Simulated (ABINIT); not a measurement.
# Quasiparticle gap of Tellurium (P3_121, 3 atoms a cell) in ABINIT, part 2 of 3

Wanted: ground state, empty states, screening and self-energy for Tellurium (P3_121, 3 atoms a cell).

ABINIT 10.8.3; PBE and many-body steps on it, plane waves. Known limits of the many-body steps: not at the basis limit; model gap, bands may invert with spin-orbit coupling; screening runs away on this mesh; no spin-orbit coupling; coarse k mesh.

So far. Step 2 (Ground state): The gap is direct, at (0.333, 0.333, 0.500).

The database entry behind the starting cell differs from later determinations by our own check (inner coordinate of an old entry), so it need not match the best structure at ambient conditions.

## Step 3: Bands along the symmetry lines

Level of this step: DFT, PBE, plane waves, norm-conserving pseudopotentials (ABINIT).

Levels along a band path, at the cheap level, show where the edges lie and whether the meshes to come will hold them.

run.abi

```
acell 3*1.0 Angstrom
rprim 
  4.454000000025 -0.000000000006 0.000000000000
  -2.227000000008 3.857277148481 0.000000000000
  0.000000000000 0.000000000000 5.924000000000
ntypat 1
znucl 52
natom 3
typat 1 1 1
xred 
  0.269000000000 0.000000000000 0.333333333333
  0.000000000000 0.269000000000 0.666666666667
  0.731000000000 0.731000000000 -0.000000000000
pp_dirpath "pseudos"
pseudos "Te.upf"
ecut 39
iscf -2
irdden 1
kptopt 0
nkpt 39
kpt 
  0.00000000 0.00000000 0.00000000
  0.12500000 0.00000000 0.00000000
  0.25000000 0.00000000 0.00000000
  0.37500000 0.00000000 0.00000000
  0.50000000 0.00000000 0.00000000
  0.45833333 0.08333333 0.00000000
  0.41666666 0.16666666 0.00000000
  0.37500000 0.25000000 0.00000000
  0.33333333 0.33333333 0.00000000
  0.25000000 0.25000000 0.00000000
  0.16666666 0.16666666 0.00000000
  0.08333333 0.08333333 0.00000000
  0.00000000 0.00000000 0.00000000
  0.00000000 0.00000000 0.12500000
  0.00000000 0.00000000 0.25000000
  0.00000000 0.00000000 0.37500000
  0.00000000 0.00000000 0.50000000
  0.12500000 0.00000000 0.50000000
  0.25000000 0.00000000 0.50000000
  0.37500000 0.00000000 0.50000000
  0.50000000 0.00000000 0.50000000
  0.45833333 0.08333333 0.50000000
  0.41666666 0.16666666 0.50000000
  0.37500000 0.25000000 0.50000000
  0.33333333 0.33333333 0.50000000
  0.25000000 0.25000000 0.50000000
  0.16666666 0.16666666 0.50000000
  0.08333333 0.08333333 0.50000000
  0.00000000 0.00000000 0.50000000
  0.50000000 0.00000000 0.50000000
  0.50000000 0.00000000 0.37500000
  0.50000000 0.00000000 0.25000000
  0.50000000 0.00000000 0.12500000
  0.50000000 0.00000000 0.00000000
  0.33333333 0.33333333 0.50000000
  0.33333333 0.33333333 0.37500000
  0.33333333 0.33333333 0.25000000
  0.33333333 0.33333333 0.12500000
  0.33333333 0.33333333 0.00000000
istwfk *1
nband 43
nbdbuf 2
tolwfr 1e-08
nstep 40
prtwf 0
prtvol 0
indata_prefix "in"
outdata_prefix "out"
tmpdata_prefix "tmp"
```

Launch:

```console
$ OMP_NUM_THREADS=1 mpirun -n 4 abinit run.abi > log
```

Numbers of over 12 decimals in the logs are rounded to 6 here.

The log of the run:

```text
.Version 10.8.3 of ABINIT. v10.8.2 released Aug 2026.

 Symmetries : space group P3_1 2 1 (#152); Bravais hP (primitive hexag.)
[... echo of the input left out ...]
== DATASET  1 ==================================================================
-   mpi_nproc: 4, omp_nthreads: 1 (-1 if OMP is not activated)

--- !DatasetInfo
iteration_state: {dtset: 1, }
dimensions: {natom: 3, nkpt: 39, mband: 43, nsppol: 1, nspinor: 1, nspden: 1, mpw: 8030, }
cutoff_energies: {ecut:  39.0, pawecutdg:  -1.0, }
electrons: {nelect:   7.20000000E+01, charge:   0.00000000E+00, occopt:   1.00000000E+00, tsmear:   1.00000000E-02, }

 Real(R)+Recip(G) space primitive vectors, cartesian coordinates (Bohr,Bohr^-1):
 R(1)=  8.4168402  0.0000000  0.0000000  G(1)=  0.1188094  0.0685947  0.0000000
 R(2)= -4.2084201  7.2891974  0.0000000  G(2)=  0.0000000  0.1371893  0.0000000
 R(3)=  0.0000000  0.0000000 11.1947376  G(3)=  0.0000000  0.0000000  0.0893277
 Unit cell volume ucvol=  6.8681965E+02 bohr^3
 Angles (23,13,12)=  9.00000000E+01  9.00000000E+01  1.20000000E+02 degrees

 getcut: wavevector=  0.0000  0.0000  0.0000  ngfft=  48  48  64
         ecut(hartree)=     39.000   => boxcut(ratio)=   2.02859

--- Pseudopotential description ------------------------------------------------
- Te Generated using ONCVPSP code by D. R. Hamann
- 52.00000  24.00000  220131                  znucl, zion, pspdat
12 -101130 3 -1 1294                          pspcod,pspxc,lmax,lloc,mmax
     nproj     2     2     2     2
  pspatm : epsatm=   28.89495404
         --- l  ekb(1:nproj) -->
             0    9.158100   -0.350391
             1    3.254928   -0.666646
             2   -3.247931   -0.911641
[...]
pspatm: atomic psp has been read  and splines computed

--------------------------------------------------------------------------------

================================================================================
 prteigrs : about to open file out_EIG
 Non-SCF case, kpt    1 (  0.00000  0.00000  0.00000), residuals and eigenvalues=
  5.79E-09  9.92E-09  4.90E-09  6.29E-09  2.38E-09  3.12E-09  3.15E-09  6.17E-09
  4.66E-09  5.50E-09  3.32E-09  6.87E-09  4.44E-09  2.71E-09  4.46E-09  4.50E-09
  7.04E-09  6.72E-09  9.37E-09  3.66E-09  2.82E-09  6.25E-09  3.91E-09  4.26E-09
[...]
-5.6304E+00 -5.6304E+00 -5.6304E+00 -3.7958E+00 -3.7958E+00 -3.7957E+00
 -3.7948E+00 -3.7947E+00 -3.7947E+00 -3.7891E+00 -3.7891E+00 -3.7891E+00
 -1.1232E+00 -1.1232E+00 -1.1214E+00 -1.1214E+00 -1.1214E+00 -1.1186E+00
[...]
4.8490E-01
 Non-SCF case, kpt    2 (  0.12500  0.00000  0.00000), residuals and eigenvalues=
[...]
4.8910E-01
 Non-SCF case, kpt    3 (  0.25000  0.00000  0.00000), residuals and eigenvalues=
[...]
5.1855E-01
[...]
Non-SCF case, kpt   38 (  0.33333  0.33333  0.12500), residuals and eigenvalues=
[...]
5.7839E-01
 Non-SCF case, kpt   39 (  0.33333  0.33333  0.00000), residuals and eigenvalues=
[...]
8.6932E-02  8.6932E-02  1.3842E-01  1.3842E-01  1.4330E-01  1.5207E-01
  3.5690E-01  3.5690E-01  3.6765E-01  4.3093E-01  4.6661E-01  4.6661E-01
  5.7046E-01

--- !ResultsGS
iteration_state: {dtset: 1, }
comment   : Summary of ground state results
lattice_vectors:
- [  8.4168402,  -0.0000000,   0.0000000, ]
- [ -4.2084201,   7.2891974,   0.0000000, ]
- [  0.0000000,   0.0000000,  11.1947376, ]
lattice_lengths: [   8.41684,    8.41684,   11.19474, ]
lattice_angles: [ 90.000,  90.000, 120.000, ] # degrees, (23, 13, 12)
lattice_volume:   6.8681965E+02
convergence: {deltae:  0.000E+00, res2:  0.000E+00, residm:  9.980E-09, diffor:  0.000E+00, }
etotal    :  -8.41456785E+02
entropy   :   0.00000000E+00
fermie    :   2.51304514E-01
cartesian_stress_tensor: null
pressure_GPa: null
xred      :
- [  2.6900E-01,   1.8504E-17,   3.3333E-01, Te]
- [ -4.5416E-18,   2.6900E-01,   6.6667E-01, Te]
- [  7.3100E-01,   7.3100E-01,   9.2519E-18, Te]
cartesian_forces: null
force_length_stats: {min: null, max: null, mean: null, }

 Integrated electronic density in atomic spheres:
 ------------------------------------------------
 Atom  Sphere_radius  Integrated_density
[...]
================================================================================

 ----iterations are completed or convergence reached----

 Mean square residual over all n,k,spin=   47.280E-10; max=  99.797E-10
 reduced coordinates (array xred) for    3 atoms
[...]
cartesian coordinates (angstrom) at end:
    1      1.198126    -1.61e-12     1.974667
    2     -0.599063     1.037608     3.949333
    3      1.627937     2.819670     0.000000
 length scales=  1.889726125908  1.889726125908  1.889726125908 bohr
              =  1.000000000000  1.000000000000  1.000000000000 angstroms
 prteigrs : about to open file out_EIG
 Eigenvalues (hartree) for nkpt=  39  k points:
 kpt#   1, nband= 43, wtk=  1.00000, kpt=  0.0000  0.0000  0.0000 (reduced coord)
[...]
kpt#   2, nband= 43, wtk=  1.00000, kpt=  0.1250  0.0000  0.0000 (reduced coord)
[...]
kpt#   3, nband= 43, wtk=  1.00000, kpt=  0.2500  0.0000  0.0000 (reduced coord)
[...]
kpt#  38, nband= 43, wtk=  1.00000, kpt=  0.3333  0.3333  0.1250 (reduced coord)
[...]
0.46005    0.47153    0.57839
 kpt#  39, nband= 43, wtk=  1.00000, kpt=  0.3333  0.3333  0.0000 (reduced coord)
[...]
-1.11514   -1.11342   -1.11342   -0.20323   -0.14123   -0.14123    0.08693    0.08693
   0.13842    0.13842    0.14330    0.15207    0.35690    0.35690    0.36765    0.43093
   0.46661    0.46661    0.57046

== END DATASET(S) ==============================================================
================================================================================

 -outvars: echo values of variables after computation  --------
            nband          43
             nkpt          39
          spgroup         152
 [... the other variables as echoed above ...]

 Calculation completed.
```

Wall time 55 s (4 MPI ranks of AMD EPYC 7R43, shared host); peak memory 0.54 GiB.

Numbers from this step:

| Quantity | Value |
| --- | --- |
| gap | 0.1888 eV |
| k of the valence top | 0.3333, 0.3333, 0.5 |
| k of the conduction bottom | 0.3333, 0.3333, 0.5 |
| least direct gap | 0.1888 eV |

The gap is 0.189 eV, as in the run before at this level.

Electronic bands along the path, in eV, zero at the top of the highest filled band:

```tsv
point	band 33	band 34	band 35	band 36	band 37	band 38	band 39	band 40
Γ	-2.75	-1.67	-1.67	-0.85	1.02	1.02	1.61	5.02
halfway	-3.38	-1.54	-0.98	-0.81	0.85	1.07	1.90	3.82
M	-3.59	-3.51	-1.02	-0.81	0.85	0.91	2.96	3.73
halfway	-3.44	-3.37	-1.92	-1.88	1.78	2.10	3.52	3.76
K	-3.07	-3.07	-2.94	-2.70	2.87	2.87	3.17	4.89
halfway	-3.01	-1.86	-1.36	-1.34	1.52	1.56	1.88	4.26
Γ	-2.75	-1.67	-1.67	-0.85	1.02	1.02	1.61	5.02
halfway	-2.51	-1.49	-1.45	-0.87	0.68	0.73	1.09	4.42
A	-2.66	-1.32	-1.02	-1.02	0.48	0.50	0.50	4.05
halfway	-3.12	-2.06	-1.90	-1.37	1.30	1.84	2.20	4.47
L	-3.63	-2.45	-2.12	-0.20	0.75	1.96	2.56	4.58
halfway	-4.37	-1.43	-1.32	-0.11	0.73	1.59	2.04	4.95
H	-5.01	-0.96	0.00	0.00	0.19	1.33	1.33	5.94
halfway	-3.70	-1.96	-1.68	-0.76	0.76	2.13	2.27	4.64
A	-2.66	-1.32	-1.02	-1.02	0.48	0.50	0.50	4.05
jump to L	-3.63	-2.45	-2.12	-0.20	0.75	1.96	2.56	4.58
halfway	-3.59	-2.07	-1.72	-1.44	1.21	1.91	2.64	3.72
M	-3.59	-3.51	-1.02	-0.81	0.85	0.91	2.96	3.73
jump to H	-5.01	-0.96	0.00	0.00	0.19	1.33	1.33	5.94
halfway	-4.20	-2.50	-1.53	-1.12	1.80	2.36	2.44	5.35
K	-3.07	-3.07	-2.94	-2.70	2.87	2.87	3.17	4.89
```

## Step 4: Empty states on the mesh, 3×3×2 mesh, 122 bands

The sums over transitions need many empty states on a uniform mesh; this step solves for them.

run.abi

```
acell 3*1.0 Angstrom
rprim 
  4.454000000025 -0.000000000006 0.000000000000
  -2.227000000008 3.857277148481 0.000000000000
  0.000000000000 0.000000000000 5.924000000000
ntypat 1
znucl 52
natom 3
typat 1 1 1
xred 
  0.269000000000 0.000000000000 0.333333333333
  0.000000000000 0.269000000000 0.666666666667
  0.731000000000 0.731000000000 -0.000000000000
pp_dirpath "pseudos"
pseudos "Te.upf"
ecut 39
ngkpt 3 3 2
nshiftk 1
shiftk 0 0 0
kptopt 1
chksymbreak 0
iscf -2
irdden 1
istwfk *1
nband 122
nbdbuf 10
tolwfr 1e-09
nstep 60
prtvol 0
indata_prefix "in"
outdata_prefix "out"
tmpdata_prefix "tmp"
```

The log of the run:

```text
.Version 10.8.3 of ABINIT. v10.8.2 released Aug 2026.

 Symmetries : space group P3_1 2 1 (#152); Bravais hP (primitive hexag.)
[... echo of the input left out ...]
== DATASET  1 ==================================================================
-   mpi_nproc: 4, omp_nthreads: 1 (-1 if OMP is not activated)

--- !DatasetInfo
iteration_state: {dtset: 1, }
dimensions: {natom: 3, nkpt: 6, mband: 122, nsppol: 1, nspinor: 1, nspden: 1, mpw: 8029, }
cutoff_energies: {ecut:  39.0, pawecutdg:  -1.0, }
electrons: {nelect:   7.20000000E+01, charge:   0.00000000E+00, occopt:   1.00000000E+00, tsmear:   1.00000000E-02, }

 Real(R)+Recip(G) space primitive vectors, cartesian coordinates (Bohr,Bohr^-1):
 R(1)=  8.4168402  0.0000000  0.0000000  G(1)=  0.1188094  0.0685947  0.0000000
 R(2)= -4.2084201  7.2891974  0.0000000  G(2)=  0.0000000  0.1371893  0.0000000
 R(3)=  0.0000000  0.0000000 11.1947376  G(3)=  0.0000000  0.0000000  0.0893277
 Unit cell volume ucvol=  6.8681965E+02 bohr^3
 Angles (23,13,12)=  9.00000000E+01  9.00000000E+01  1.20000000E+02 degrees

 getcut: wavevector=  0.0000  0.0000  0.0000  ngfft=  48  48  64
         ecut(hartree)=     39.000   => boxcut(ratio)=   2.02859

--- Pseudopotential description ------------------------------------------------
- Te Generated using ONCVPSP code by D. R. Hamann
- 52.00000  24.00000  220131                  znucl, zion, pspdat
12 -101130 3 -1 1294                          pspcod,pspxc,lmax,lloc,mmax
     nproj     2     2     2     2
  pspatm : epsatm=   28.89495404
         --- l  ekb(1:nproj) -->
             0    9.158100   -0.350391
             1    3.254928   -0.666646
             2   -3.247931   -0.911641
[...]
pspatm: atomic psp has been read  and splines computed

--------------------------------------------------------------------------------

================================================================================
 prteigrs : about to open file out_EIG
 Non-SCF case, kpt    1 (  0.00000  0.00000  0.00000), residuals and eigenvalues=
  7.65E-10  2.67E-10  7.61E-10  4.49E-10  5.45E-10  4.90E-10  2.15E-10  9.19E-10
  1.95E-10  4.98E-10  6.40E-10  6.46E-10  3.84E-10  5.11E-10  4.33E-10  5.42E-10
  3.96E-10  5.65E-10  6.14E-10  5.09E-10  4.50E-10  5.38E-10  5.21E-10  4.41E-10
[...]
9.09E-05  9.73E-05
 -5.6304E+00 -5.6304E+00 -5.6304E+00 -3.7958E+00 -3.7958E+00 -3.7957E+00
 -3.7948E+00 -3.7947E+00 -3.7947E+00 -3.7891E+00 -3.7891E+00 -3.7891E+00
 -1.1232E+00 -1.1232E+00 -1.1214E+00 -1.1214E+00 -1.1214E+00 -1.1186E+00
[...]
1.5885E+00  1.6364E+00  1.6364E+00  1.6615E+00  1.6778E+00  1.6778E+00
  1.6873E+00  1.6873E+00  1.6895E+00  1.7250E+00  1.7250E+00  1.7255E+00
  1.7312E+00  1.7669E+00
 prteigrs : prtvol=0 or 1, do not print more k-points.

--- !ResultsGS
iteration_state: {dtset: 1, }
comment   : Summary of ground state results
lattice_vectors:
- [  8.4168402,  -0.0000000,   0.0000000, ]
- [ -4.2084201,   7.2891974,   0.0000000, ]
- [  0.0000000,   0.0000000,  11.1947376, ]
lattice_lengths: [   8.41684,    8.41684,   11.19474, ]
lattice_angles: [ 90.000,  90.000, 120.000, ] # degrees, (23, 13, 12)
lattice_volume:   6.8681965E+02
convergence: {deltae:  0.000E+00, res2:  0.000E+00, residm:  9.958E-10, diffor:  0.000E+00, }
etotal    :  -8.41456785E+02
entropy   :   0.00000000E+00
fermie    :   2.51304514E-01
cartesian_stress_tensor: null
pressure_GPa: null
xred      :
- [  2.6900E-01,   1.8504E-17,   3.3333E-01, Te]
- [ -4.5416E-18,   2.6900E-01,   6.6667E-01, Te]
- [  7.3100E-01,   7.3100E-01,   9.2519E-18, Te]
cartesian_forces: null
force_length_stats: {min: null, max: null, mean: null, }

 Integrated electronic density in atomic spheres:
 ------------------------------------------------
 Atom  Sphere_radius  Integrated_density
[...]
================================================================================

 ----iterations are completed or convergence reached----

 Mean square residual over all n,k,spin=   50.969E-11; max=  99.582E-11
 reduced coordinates (array xred) for    3 atoms
[...]
-0.000000000000      0.269000000000      0.666666666667
       0.731000000000      0.731000000000      0.000000000000

 cartesian coordinates (angstrom) at end:
    1      1.198126    -1.61e-12     1.974667
    2     -0.599063     1.037608     3.949333
    3      1.627937     2.819670     0.000000
 length scales=  1.889726125908  1.889726125908  1.889726125908 bohr
              =  1.000000000000  1.000000000000  1.000000000000 angstroms
 prteigrs : about to open file out_EIG
 Eigenvalues (hartree) for nkpt=   6  k points:
 kpt#   1, nband=122, wtk=  0.05556, kpt=  0.0000  0.0000  0.0000 (reduced coord)
[...]
1.55942    1.58469    1.58713    1.58845    1.58845    1.63645    1.63645    1.66154
   1.67785    1.67785    1.68731    1.68731    1.68955    1.72499    1.72499    1.72552
   1.73119    1.76687
 prteigrs : prtvol=0 or 1, do not print more k-points.

== END DATASET(S) ==============================================================
================================================================================

 -outvars: echo values of variables after computation  --------
            nband         122
             nkpt           6
          spgroup         152
 [... the other variables as echoed above ...]

 Calculation completed.
```

The job ended after 63 s (4 MPI ranks; peak memory 0.45 GiB).

Numbers from this step:

| Property | Result |
| --- | --- |
| gap | 0.1888 eV |
| k of the valence top | 0.3333, 0.3333, 0.5 |
| k of the conduction bottom | 0.3333, 0.3333, 0.5 |
| least direct gap | 0.1888 eV |
| k points computed | 6 |
| lowest point of the top converged band, above the valence top | 37.59 eV |

On this mesh the gap is 0.189 eV.

## Step 5: Screening, 3×3×2 mesh, 112 bands, screening to 108.8 eV

The RPA dielectric matrix is built and inverted for each q.

This step: RPA screening on PBE, plane waves, norm-conserving pseudopotentials.

run.abi: that of step 4 with these lines changed.

```diff
@@ -21,10 +21,11 @@
 chksymbreak 0
-iscf -2
-irdden 1
 istwfk *1
-nband 122
-nbdbuf 10
-tolwfr 1e-09
-nstep 60
-prtvol 0
+occopt 1
+irdwfk 1
+optdriver 3
+nband 112
+ecuteps 4
+inclvkb 2
+awtr 1
+symchi 1
 indata_prefix "in"
```

The log of the run:

```text
.Version 10.8.3 of ABINIT. v10.8.2 released Aug 2026.

 Symmetries : space group P3_1 2 1 (#152); Bravais hP (primitive hexag.)
[... echo of the input left out ...]
== DATASET  1 ==================================================================
-   mpi_nproc: 4, omp_nthreads: 1 (-1 if OMP is not activated)

--- !DatasetInfo
iteration_state: {dtset: 1, }
dimensions: {natom: 3, nkpt: 6, mband: 112, nsppol: 1, nspinor: 1, nspden: 1, mpw: 8029, }
cutoff_energies: {ecut:  39.0, pawecutdg:  -1.0, }
electrons: {nelect:   7.20000000E+01, charge:   0.00000000E+00, occopt:   1.00000000E+00, tsmear:   1.00000000E-02, }

 SCREENING: Calculation of the susceptibility and dielectric matrices

 Based on a program developped by R.W. Godby, V. Olevano, G. Onida, and L. Reining.
 Incorporated in ABINIT by V. Olevano, G.-M. Rignanese, and M. Torrent.
.Using double precision arithmetic ; gwpc =  8

[... cell and pseudopotentials left out ...]
--------------------------------------------------------------------------------

 ==== K-mesh for the wavefunctions ====
 Number of points in the irreducible wedge :     6
[... list of points left out ...]
 Together with  6 symmetry operations and time-reversal symmetry
 yields    18 points in the full Brillouin Zone.

 ==== Q-mesh for the screening function ====
 Number of points in the irreducible wedge :     6
[... list of points left out ...]
 Together with  6 symmetry operations and time-reversal symmetry
 yields    18 points in the full Brillouin Zone.

 setmesh: FFT mesh size selected  =    27x   27x   45
          total number of points  =        32805

 vcoul_init : cutoff-mode = AUXILIARY_FUNCTION
 q-points for optical limit:   1
     1)      0.000010    0.000020    0.000030

- screening: taking advantage of time-reversal symmetry
- Maximum band index for partially occupied states nbvw = 36
- Remaining bands to be divided among processors   nbcw = 76
- Number of bands treated by each node ~19

 Number of electrons calculated from density =   72.0000; Expected =   72.0000
 average of density, n =  0.104831
 r_s =    1.3157
 omega_plasma =   31.2321 [eV]

 calculating chi0 at frequencies [eV] :
  1    0.000000E+00    0.000000E+00
  2    0.000000E+00    3.123205E+01

--------------------------------------------------------------------------------
  q-point number  1        q = ( 0.000000, 0.000000, 0.000000) [r.l.u.]
--------------------------------------------------------------------------------
[... chi0 elements left out ...]
 For q-point:  0.000010 0.000020 0.000030
  dielectric constant =   1.32368E+03
  dielectric constant without local fields =   1.64456E+03

  Average fulfillment of the sum rule on Im[epsilon] for q-point    1 :     46.23  [%]
[... wings left out ...]
  q-point number  2        q = ( 0.333333, 0.000000, 0.000000) [r.l.u.]
--------------------------------------------------------------------------------
[... chi0 elements left out ...]
  Average fulfillment of the sum rule on Im[epsilon] for q-point    2 :     52.51  [%]

 [... 4 further q-points ...]
```

The job ended after 38 s (4 MPI ranks; peak memory 1.3 GiB; 2.5 min of CPU time).

Numbers from this step:

```yaml
eps_infinity_with_local_fields_on_this_mesh_along_the_program_s_q_direction: 1324
the_same_without_local_fields: 1645
plasma_frequency: 31.23 eV
plane_waves_in_the_screening_matrix: 251
```

Local fields lower ε∞ by 20 %. The value itself is an artefact of the mesh, where one narrow direct gap carries too much weight.

[end of part 2 of 3]

[Paths, hosts, dates, memory and timing lines, banners, echoed tables and standing remarks are left out of the program output.]

[Logs are printed without paths, hosts, clocks, repeated set-up lines and the standing remarks that a program may print on its own settings, such as how far it seeks lower states.]

[Runs of the session that timed out or met a known fault of the program may be left out.]

[Hosts, paths, dates, database ids (printed as entryN), source tags and the programs' standing remarks are cut or masked in the printed files.]

[G0W0 gaps are taken among the corrected bands and points alone; a level outside them can change the order at an edge.]

[Where Ansatz stands beside ABINIT at settings called matched, ABINIT's density can come from a denser mesh and the files from another edition; pairs whose starting gaps differed by over 0.03 eV were left out, so agreement reads better than it is.]
